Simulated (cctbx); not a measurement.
## Which space group?

Cell: a = 3.8080 Å, b = 3.8080 Å, c = 6.9620 Å, α = 90.00°, β = 90.00°, γ = 90.00°. Expected content of the cell: Cd1 Pd1 Rh4 P1.

Simulated single-crystal data (cctbx): synchrotron X-rays, λ = 0.4959 Å, to d = 0.77 Å, 80 % of the full sphere, strongest reflection 70000 counts, noise from counting, a 3 % proportional error and a noise floor of 8 counts (s.d.); no absorption.

A first pass over the reflections prints:

```text
701 reflections to d = 0.774 A
centring   violations  <I/sigma> of those
    A        317 of   358     15.8
    B        335 of   377     15.4
    C        268 of   347      6.2
    I        358 of   371     16.4
    R        417 of   469     16.0
    F        460 of   541     12.6
Laue class    unique    Rint  (classes that these axes allow; Friedel mates merged)
P -1              430   0.019
P 1 2/m 1         256   0.022
P 1 1 2/m         241   0.023
P 2/m 1 1         257   0.022
P m m m           157   0.024
P 4/m             125   0.024
P 4/m m m          94   0.024
space group    extra absences  I>4sigma  <I/sigma>
P 4 2 2                 0          0         -  acentric
P 4 m m                 0          0         -  acentric
P -4 2 m                0          0         -  acentric
P -4 m 2                0          0         -  acentric
P 4/m m m               0          0         -  centric
Wilson B = 0.92 A^2   <|E^2-1|> = 0.971 (0.968 centric, 0.736 acentric)   E^2>4: 2.1 %
shell (A)         n   <I/sigma>
 6.96 - 1.48     19     40.6
 1.48 - 1.17     16     43.1
 1.17 - 1.03     13     44.9
 1.03 - 0.93     12     36.2
 0.93 - 0.87     12     53.7
 0.87 - 0.81     13     36.7
 0.81 - 0.77      9     39.2
```

Q: Read the symmetry from these tables.

Every centring test has many violations, so the lattice is primitive.

Rint stays low (0.019 to 0.024) up to P 4/m m m, the highest class in these axes.

5 settings pass the absence test. No glide or screw absences show, which leaves P 4 2 2, P 4 m m, P -4 2 m, P -4 m 2 and P 4/m m m.

⟨|E²−1|⟩ = 0.971 leans to a centrosymmetric structure. The Wilson B of 0.92 Å² means U ≈ 0.0117 Å².

The true group is P4/mmm (no. 123), Laue class 4/mmm, centrosymmetric. The tables only narrow the choice to the tied entries; cell content, site symmetry and trial solutions must settle it.

The model was made for the exercise: a known structure type with other elements put in, its volume estimated, not relaxed; displacement parameters are assumed.

[Logs are printed without paths, hosts, clocks, repeated set-up lines and the standing remarks that a program may print on its own settings, such as how far it seeks lower states.]
